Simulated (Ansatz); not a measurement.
# Convergence of a linear-scaling basis for random alloy of the diamond Si-Ge line, x = 0.25 (64 atoms), part 3 of 3

Aim: test how closely localised support functions follow the reference on random alloy of the diamond Si-Ge line, x = 0.25 (64 atoms), and at what cost. A setting counts as converged where the r.m.s. difference of forces stays under 1 % of the r.m.s. force.

Ansatz 0.2.0; Kohn-Sham DFT, PBE, PAW (set soft_2), plane waves.

The cell: 48 Si and 16 Ge. The host structure and its lattice constant were typed by rule, without a check against the phase diagram. Sampling is at Γ alone, for a cell whose shortest periodic width is 11 Å.

So far. Step 12 (Support functions medium, radius 6.21 Å): Forces differ from the reference by 0.037 meV/Å r.m.s., 0.010 % of their size, well within a tolerance of 1 %; the energy by -0.060 meV/atom. It took 21 times the reference's time (shared host, so rough).

### 13. Another setting: scf.occupations.method = "tetrahedron"

Changed here: scf.occupations.method = "tetrahedron".

This step: Kohn-Sham DFT, PBE, PAW (set soft_2), plane waves (Ansatz 0.2.0).

File input.yaml:

```yaml
crystal:
  lattice:
    - [11.0835, 0.0, 0.0]
    - [0.0, 11.0835, 0.0]
    - [0.0, 0.0, 11.0835]
  atoms:
    [... the 64 atom lines of step 2 ...]
kpoints:
  mp_grid: { grid: [1, 1, 1] }
hamiltonian:
  xc: pbe
scf:
  occupations: { method: tetrahedron }
output:
  forces: true
  stress: true
  populations: true
  dos:
    method: { smearing: { sigma: 0.15 } }
    de: 0.1
    projected: { site_lists: { Ge: [Ge], Si: [Si] } }
  eigenvalues: true
```

Command:

```bash
> ansatz run input.yaml --threads 4 --pin off --max-ram 8192MiB --backend cpu --events-out ev --progress --plain --runs-dir out
```

The log of the run:

```text
Warning: scf.occupations.method: one k-point leaves the tetrahedra no width, so the bands are filled by fermi_dirac at 0.0002 eV. In a gap the Fermi level, from which typed energy windows count, stands in the middle, and a product that sums over its own mesh keeps the tetrahedra and counts from the valence top. [...]
[...]
Crystal: 64 atoms, lattice volume = 1361.541 Å³
Basis set: ecut = 420 eV, 26745 PW (Γ), exchange–correlation on 150×150×150 points (8 copies of the dense FFT grid, shifted against one another)
Bands: 272, of which v1, the nominal top of the filled ones, is band 208 counted from 1 (207 counted from 0)
Symmetry: 1 space group operations
[...]
k-points: 1
[...]
SCF iter   1: F=—  HF=-99229.906355 eV  |F-HF|=—  |Δ(HF+E_count)|=         —  Δρ=1.84e-3  dr2=7.00e-2  ethr=1.77e-3  ⟨swp⟩=6.0  Hψ=1116  notcnv=0  defer=41
[...]
SCF iter   7: F=—  HF=-99229.885992 eV  |F-HF|=—  |Δ(HF+E_count)|=   3.86e-6  Δρ=3.47e-6  dr2=1.90e-7  ethr=3.95e-10  ⟨swp⟩=2.0  Hψ=432  notcnv=0  defer=56
SCF iter   8: F=-99229.885992 eV  HF=-99229.885992 eV  |F-HF|=1.69e-9  |Δ(HF+E_count)|=   2.22e-8  Δρ=1.25e-6  dr2=1.60e-8  ethr=2.40e-11  ⟨swp⟩=18.0  Hψ=1704  notcnv=0
SCF 1 converged in 8 iterations: F = -99229.885992 eV  dr2 = 1.60e-8
[...]
SCF converged after 8 iterations
Free energy (F): -99229.885992 eV
[...]
Internal energy: -99229.885992 eV  (E = F + TS)
E sigma→0 (E₀):  -99229.885992 eV
Fermi energy:    6.974722 eV
[...]
Σ components = -99229.885992   (vs F -99229.885992, Δ=0.00e0)
--- Forces (eV/Å), atoms counted from 1 ---
  atom   1  Si    -0.67289961     0.73950515    -0.06341020
  atom   2  Si     0.28189552     0.02501465     0.17987736
  atom   3  Si    -0.23777609     0.62463726    -0.62754981
  atom   4  Si    -0.21510092    -0.42511875     0.81373109
[...]
atom  64  Si    -0.24407770    -0.36865133     0.23706453
  max |Σ_I F_I| component: 1.45e-6 eV/Å
--- Stress (GPa, compression-positive) ---
        0.294632       0.093412      -0.119848
        0.093412       0.313289       0.128339
       -0.119848       0.128339       0.312168
  P = ⅓ Tr σ = 0.3067 GPa (3.067 kbar)
--- Band table (eV) ---
[...]
--- Löwdin populations: 64 sites ---
  site symbol       q [e]
     0     Si      3.9270
     1     Si      3.9499
     2     Si      3.9465
[...]
63     Si      3.9528
  spilling = 0.004881 (of n_electrons = 416.000000)
```

It took 13 s on 4 threads of Arm Neoverse V2, shared host; peak memory 1.4 GiB; 50 s of CPU time.

Notices of the run: tetrahedra set aside.

The program set the tetrahedra aside and kept another filling, so they aren't tested. Forces differ from the reference by 0.001 meV/Å r.m.s., 2.0e-4 % of their size. The change had no effect here: energy, forces and cycles are those of the reference.

### 14. What each setting buys

Each row is set against the plane-wave reference (Kohn-Sham DFT, PBE, PAW (set soft_2), plane waves; r.m.s. force component 0.364 eV/Å). Energies are set beside the reference only for runs with its functional, potentials and electron count. Times are for 4 threads of Arm Neoverse V2, shared host. The reference's time includes the DOS, ELF, the stress and grids, which some other runs skip.

```
                                   run  Δ force, r.m.s. (meV/Å)  share of r.m.s. force (%)  Δ energy (meV/atom)  Δ pressure (GPa)  Δ gap (eV)  cycles  time  host memory (GiB)
                             reference                        -                          -                    -                 -           -       8  15 s                1.4
        plane waves at 750 eV (750 eV)                    0.048                     0.0131               -0.465                 -           0       8  18 s                2.8
scf.occupations.method = "tetrahedron"                    0.001                     2.0e-4                    0                 0           0       8  13 s                1.4
```

### 15. The ladder side by side

Each row is set against the run with plane waves at 750 eV (Kohn-Sham DFT, PBE, PAW (set soft_2), plane waves; r.m.s. force component 0.364 eV/Å). Energies are set beside the reference only for runs with its functional, potentials and electron count. Times are for 4 threads of Arm Neoverse V2, shared host.

```
                                    run  Δ force, r.m.s. (meV/Å)  share of r.m.s. force (%)  Δ energy (meV/atom)  Δ gap (eV)  cycles     time  host memory (GiB)
                              reference                        -                          -                    -           -       8     18 s                2.8
               support functions medium                    0.101                     0.0277              -0.0605           0      13     89 s                2.9
                  support functions low                     0.12                     0.0329              -0.0604           0      10     74 s                2.9
                 support functions high                    0.017                     0.0046              -0.0643           0      15  3.3 min                4.6
support functions medium, radius 4.02 Å                    0.125                     0.0343              -0.0605     -1.0e-4      13     84 s                2.7
support functions medium, radius 4.35 Å                    0.069                     0.0191              -0.0605           0      13  1.8 min                3.1
support functions medium, radius 4.64 Å                    0.046                     0.0126              -0.0605           0      13  2.2 min                3.5
support functions medium, radius 4.97 Å                    0.039                     0.0108              -0.0605           0      13  2.7 min                4.0
support functions medium, radius 5.59 Å                    0.038                     0.0105              -0.0605           0      12  4.1 min                5.1
support functions medium, radius 6.21 Å                    0.037                     0.0103              -0.0605           0      11  6.1 min                6.3
```

### 16. The first run in detail

The first run, on the default basis, asked for the full analyses, so its electronic structure is set out here.

Length of the force by element and coordination:

```
element  coordination  atoms  mean length of the force (eV/Å)  spread  least   most
     Ge           all     16                            0.507   0.201  0.170  0.869
     Si           all     48                            0.614   0.231  0.170   1.02
```

Löwdin charges by element and coordination (they lack the spilled electrons, 0.032 e an atom on average):

```
element  coordination  atoms  mean charge (e)  spread    least    most
     Ge           all     16          -0.0312  0.0195  -0.0553  -0.002
     Si           all     48           0.0527  0.0196    0.024   0.104
```

Charge against the make-up of the first shell:

```
Si neighbours of Ge  atoms  mean charge (e)
                  2      5           -0.006
                  3      4           -0.027
                  4      7           -0.051
```

States in the cell by windows of 1 eV, zero at the Fermi level; the larger projections on atomic orbitals stand beside the total:

```
from (eV)  to (eV)  total  Si p  Si s  Ge p  Ge s
      -10       -9   17.2   3.2  10.9   1.3   1.7
       -9       -8   12.3   3.5   4.1   1.0   3.5
       -8       -7   26.1   7.7  13.7   2.8   1.7
       -7       -6    5.7   3.0   1.4   1.0   0.2
       -6       -5   23.9   9.4   8.9   3.2   2.3
       -5       -4    0.4   0.2   0.1   0.1   0.1
       -4       -3   59.7  39.1   5.7  12.9   1.5
       -3       -2   13.5  10.2   0.0   3.2   0.0
       -2       -1   62.4  46.4   0.0  15.3   0.0
       -1        0    2.8   1.9   0.0   0.8   0.0
        0        1   18.7   8.7   3.5   2.5   1.9
        1        2   16.7   7.0   5.3   2.1   1.3
        2        3   35.0  17.3   6.3   4.9   2.0
        3        4   24.8  11.8   2.0   3.6   0.5
```

The curve was stored every 0.10 eV, coarse against its broadening of 0.08 eV, so these counts are rough.

With fixed occupations the program's Fermi level is the highest filled level.

Between -25 and -10 eV lie 189 more states.

The levels nearest the highest filled one (over half full), pooled over k-points and spins:

```
level less the highest filled one (eV)  occupation
                                 -1.24           2
                                 -1.23           2
                                 -1.20           2
                               -0.0635           2
                               -0.0605           2
                                     0           2
                                 0.645           0
                                 0.666           0
                                 0.678           0
                                 0.702           0
                                 0.732           0
                                 0.757           0
```

ELF in the ac plane at fractional y = 0.000, with atoms of Si and Ge within 0.2 Å of it. It is the smooth field of the valence electrons, not physical close to the nuclei.

Values, 13 rows by 16 columns, each cell a mean:
```
0.48 0.68 0.31 0.07 0.05 0.21 0.65 0.57 0.50 0.71 0.33 0.07 0.05 0.20 0.65 0.60
0.46 0.48 0.44 0.40 0.38 0.47 0.50 0.50 0.48 0.52 0.51 0.50 0.47 0.50 0.51 0.51
0.05 0.20 0.49 0.28 0.23 0.50 0.31 0.08 0.06 0.22 0.66 0.58 0.50 0.70 0.31 0.07
0.03 0.17 0.46 0.22 0.16 0.45 0.27 0.04 0.03 0.19 0.63 0.48 0.42 0.67 0.30 0.04
0.28 0.36 0.48 0.44 0.44 0.54 0.43 0.36 0.34 0.43 0.58 0.61 0.58 0.62 0.44 0.32
0.33 0.52 0.32 0.11 0.10 0.26 0.66 0.65 0.59 0.74 0.38 0.13 0.11 0.26 0.56 0.41
0.08 0.41 0.27 0.03 0.02 0.17 0.61 0.43 0.36 0.64 0.30 0.04 0.02 0.15 0.44 0.17
0.41 0.56 0.38 0.22 0.19 0.31 0.63 0.68 0.63 0.69 0.40 0.22 0.17 0.28 0.51 0.46
0.18 0.30 0.55 0.46 0.41 0.57 0.38 0.23 0.20 0.32 0.62 0.68 0.61 0.63 0.35 0.21
0.02 0.16 0.45 0.16 0.09 0.41 0.27 0.03 0.02 0.16 0.60 0.43 0.37 0.63 0.27 0.03
0.10 0.24 0.54 0.40 0.34 0.54 0.31 0.11 0.10 0.25 0.63 0.64 0.57 0.71 0.34 0.12
0.57 0.60 0.42 0.32 0.29 0.38 0.55 0.59 0.57 0.57 0.41 0.34 0.33 0.40 0.52 0.59
0.42 0.67 0.31 0.04 0.03 0.19 0.63 0.50 0.44 0.67 0.29 0.04 0.03 0.17 0.61 0.51
```
Columns run along a (11.1 Å), rows up along c (11.1 Å). Atoms in or near the plane, at fractional coordinates: Si at (0.00, 0.00), Ge at (0.25, 0.25), Ge at (0.00, 0.50), Ge at (0.25, 0.75), Si at (0.50, 0.00), Si at (0.75, 0.25), Si at (0.50, 0.50), Si at (0.75, 0.75).

Electrostatic potential energy in the ac plane at fractional y = 0.000, with atoms of Si and Ge within 0.2 Å of it. With pseudopotentials it is smooth inside the atoms' cores, unlike the true potential.

Ten even steps from '_' (-46 eV) to '@' (10 eV), each cell a mean:
```
__..**%%@@@@@@@@@@@@@@@@@@**::____==%%@@@@@@@@@@@@@@@@@@%%++__
++**%%@@@@@@@@@@@@@@@@@@@@%%##++**##@@@@@@@@@@@@@@@@@@@@@@%%**
@@@@@@@@@@@@@@@@@@@@@@@@@@@@@@@@@@@@@@@@@@@@@@@@@@@@@@@@@@@@@@
@@@@@@@@@@@@%%####%%@@@@@@@@@@@@@@@@@@@@@@@@%%%%%%@@@@@@@@@@@@
@@@@@@@@@@%%++----++%%@@@@@@@@@@@@@@@@@@@@##--::==##@@@@@@@@@@
@@@@@@@@@@**--....--##@@@@@@@@@@@@@@@@@@%%==______==%%@@@@@@@@
@@@@@@@@@@##==::::==##@@@@@@@@@@@@@@@@@@%%++..__..++%%@@@@@@@@
@@@@@@@@@@%%##****##@@@@@@@@@@@@@@@@@@@@@@%%**++**%%@@@@@@@@@@
@@@@@@@@@@@@@@@@@@@@@@@@@@@@@@@@@@@@@@@@@@@@@@@@@@@@@@@@@@@@@@
%%%%@@@@@@@@@@@@@@@@@@@@@@@@%%%%%%%%@@@@@@@@@@@@@@@@@@@@@@@@%%
==++##@@@@@@@@@@@@@@@@@@@@##==::--**%%@@@@@@@@@@@@@@@@@@%%**==
..::++%%@@@@@@@@@@@@@@@@%%**..____--##@@@@@@@@@@@@@@@@@@##==::
::--**%%@@@@@@@@@@@@@@@@@@##::____==%%@@@@@@@@@@@@@@@@@@%%++::
++**%%@@@@@@@@@@@@@@@@@@@@%%##++**%%@@@@@@@@@@@@@@@@@@@@@@##**
@@@@@@@@@@@@@@@@@@@@@@@@@@@@@@@@@@@@@@@@@@@@@@@@@@@@@@@@@@@@@@
@@@@@@@@@@@@%%%%%%%%@@@@@@@@@@@@@@@@@@@@@@@@%%%%%%@@@@@@@@@@@@
@@@@@@@@@@%%++====++%%@@@@@@@@@@@@@@@@@@@@##==--==##@@@@@@@@@@
@@@@@@@@@@**--....--**@@@@@@@@@@@@@@@@@@%%==______==%%@@@@@@@@
@@@@@@@@@@##==::::==##@@@@@@@@@@@@@@@@@@%%++..__..++%%@@@@@@@@
@@@@@@@@@@%%##****##%%@@@@@@@@@@@@@@@@@@@@%%**++**%%@@@@@@@@@@
@@@@@@@@@@@@@@@@@@@@@@@@@@@@@@@@@@@@@@@@@@@@@@@@@@@@@@@@@@@@@@
%%%%@@@@@@@@@@@@@@@@@@@@@@@@%%%%%%@@@@@@@@@@@@@@@@@@@@@@@@@@%%
::==##@@@@@@@@@@@@@@@@@@@@%%++::--**%%@@@@@@@@@@@@@@@@@@%%##--
____++%%@@@@@@@@@@@@@@@@%%**..____--##@@@@@@@@@@@@@@@@@@%%==__
```
Columns run along a (11.1 Å; values clipped at the 3rd and 97th percentile), rows up along c (11.1 Å). Atoms in or near the plane, at fractional coordinates: Si at (0.00, 0.00), Ge at (0.25, 0.25), Ge at (0.00, 0.50), Ge at (0.25, 0.75), Si at (0.50, 0.00), Si at (0.75, 0.25), Si at (0.50, 0.50), Si at (0.75, 0.75).

Mean Löwdin charges: Ge -0.03, Si +0.05 e (they miss 0.49 % of the electrons, so they add up to more than the cell's charge). Charges this small depend on the projection, at times even in sign. The charge on Ge changes by -0.022 e for each Si neighbour that takes the place of another kind, on average. The largest share in the top eV of filled states is Si p (72 % of the projected weight), and in the lowest eV of empty states Si p (46 % of the projected weight).

### 17. Distances and neighbours

These statistics describe the geometry on which the runs were made.

Density 3.06 g/cm³, 21.27 Å³ an atom.

g(r), total and by pair (bins of 0.1 Å):

```
r (Å)  total  Si-Si  Si-Ge  Ge-Ge
 2.25   0.00   0.00   0.00   0.00
 2.35   5.83   5.19   7.25   3.00
 2.45   5.93   6.39   5.02   7.20
 2.55   0.00   0.00   0.00   0.00
 2.65   0.00   0.00   0.00   0.00
 2.75   0.00   0.00   0.00   0.00
 2.85   0.00   0.00   0.00   0.00
 2.95   0.00   0.00   0.00   0.00
 3.05   0.00   0.00   0.00   0.00
 3.15   0.00   0.00   0.00   0.00
 3.25   0.00   0.00   0.00   0.00
 3.35   0.00   0.00   0.00   0.00
 3.45   0.00   0.00   0.00   0.00
 3.55   0.00   0.00   0.00   0.00
 3.65   0.00   0.00   0.00   0.00
 3.75   0.00   0.00   0.00   0.00
 3.85   3.39   3.39   3.29   3.95
 3.95   9.85   9.85   9.94   9.34
 4.05   0.00   0.00   0.00   0.00
 4.15   0.00   0.00   0.00   0.00
 4.25   0.00   0.00   0.00   0.00
 4.35   0.00   0.00   0.00   0.00
 4.45   0.00   0.00   0.00   0.00
 4.55   5.67   5.72   5.80   4.45
 4.65   3.95   3.73   4.35   3.56
 4.75   0.00   0.00   0.00   0.00
 4.85   0.00   0.00   0.00   0.00
 4.95   0.00   0.00   0.00   0.00
 5.05   0.00   0.00   0.00   0.00
 5.15   0.00   0.00   0.00   0.00
 5.25   0.00   0.00   0.00   0.00
 5.35   0.00   0.00   0.00   0.00
 5.45   0.18   0.22   0.14   0.00
 5.55   3.08   2.82   3.72   1.65
 5.65   0.05   0.09   0.00   0.00
 5.75   0.00   0.00   0.00   0.00
 5.85   0.00   0.00   0.00   0.00
 5.95   0.27   0.34   0.20   0.00
 6.05   5.25   5.28   4.98   6.49
 6.15   0.06   0.05   0.08   0.00
 6.25   0.00   0.00   0.00   0.00
 6.35   0.00   0.00   0.00   0.00
 6.45   0.00   0.00   0.00   0.00
 6.55   0.00   0.00   0.00   0.00
```

Bonds by pair of elements; cutoffs follow the first minimum of g(r), held within bounds set by covalent radii, and pairs that aren't listed don't count as bonded:

```
pair A-B  cutoff (Å)  bonds  mean length (Å)  spread (Å)  shortest (Å)  B about A  A about B
   Si-Si        2.83     71             2.40       0.029          2.31       2.96       2.96
   Si-Ge        2.83     50             2.40       0.024          2.35       1.04       3.12
   Ge-Ge        2.83      7             2.40       0.017          2.38      0.875      0.875
```

How many atoms have how many bonded neighbours:

```
element  mean   4
     Ge     4  16
     Si     4  48
```

Rings of the network by King's shortest-path rule, up to 12 atoms, one path for each pair of neighbours; H, halogens, alkali and alkaline-earth atoms are left out:

```
ring size (atoms)  rings  per network atom
                6    126              1.97
```

First main peaks of g(r), for some of the pairs, lie near 2.40 Å (Si-Si), 2.40 Å (Si-Ge) and 2.41 Å (Ge-Ge). With the cutoffs above, all Ge atoms have 4 and all Si atoms have 4 bonded neighbours. All rings counted have 6 atoms.

The surroundings of Si37, whose charge lies farthest from its element's mean, nearest first, numbered as they follow in the input and with coordinates relative to it.

```
atom      x      y      z  distance (Å)  bonds  Löwdin charge (e)     Fx     Fy  Fz (eV/Å)
Si37   0.00   0.00   0.00          0.00      4               0.10   0.03  -0.13       0.68
Ge34  -1.37   1.38  -1.33          2.35      4              -0.02  -0.62  -0.22      -0.18
Ge56   1.39  -1.37  -1.35          2.37      4              -0.05   0.20  -0.19      -0.14
Si52  -1.34  -1.38   1.41          2.38      4               0.03  -0.55  -0.18       0.03
Ge38   1.40   1.40   1.40          2.42      4              -0.03  -0.20  -0.09      -0.16
Ge39   0.01   2.74  -2.74          3.88      4               0.00   0.47   0.28       0.05
Si55   0.01  -2.78  -2.73          3.90      4               0.07  -0.40   0.15      -0.18
Si33  -2.77   0.00  -2.76          3.91      4               0.05  -0.25  -0.30       0.05
Si19   2.77  -2.76   0.04          3.91      4               0.05   0.30  -0.34       0.08
Si35  -2.76   2.78   0.01          3.92      4               0.05  -0.35   0.09       0.54
```

### 18. Outcome

| Quantity | Value |
| --- | --- |
| free energy per atom | -1550.4670 eV/atom |
| density | 3.061 g/cm³ |
| pressure | 0.3067 GPa |
| r.m.s. force component | 0.3636 eV/Å |
| gap (highest filled to lowest empty level) | 0.6453 eV |
| wall time of the 12 DFT runs | 25 min |

In words: Against plane waves at 750 eV, the forces differ by 0.10 meV/Å (0.028 %) with support functions medium, and by 0.017 meV/Å in the closest run (support functions high). Scf.occupations.method = "tetrahedron" had no effect here: forces stay within 0.002 meV/Å and the energy within 0.002 meV/atom. At 64 atoms the fastest of the runs at a preset level, support functions low, takes 4.2 times the time of plane waves, in 10 SCF cycles against 8. Differences between support functions and plane waves include what basis error the plane-wave run still has. As the radius goes from 4.02 to 6.21 Å, the force difference goes from 0.12 to 0.037 meV/Å, and the time from 84 s to 6.1 min.

Between filled and empty levels lie 0.645 eV at Γ alone; the mesh holds the band edges only if they fold onto it, so the gap at this level can be narrower or closed, while semilocal functionals tend to narrow gaps against experiment. With the cutoffs above, all Ge atoms have 4 and all Si atoms have 4 bonded neighbours.

**Limits.** The geometry was built by rule, was displaced at random and isn't relaxed at this level: its force components are 0.36 eV/Å r.m.s.

[Long decimals in the printed logs are rounded to 6 places.]

[Logs are printed without paths, hosts, clocks, repeated set-up lines and the standing remarks that a program may print on its own settings, such as how far it seeks lower states.]

[Hosts, paths, dates, database ids (printed as entryN), source tags and the programs' standing remarks are cut or masked in the printed files.]
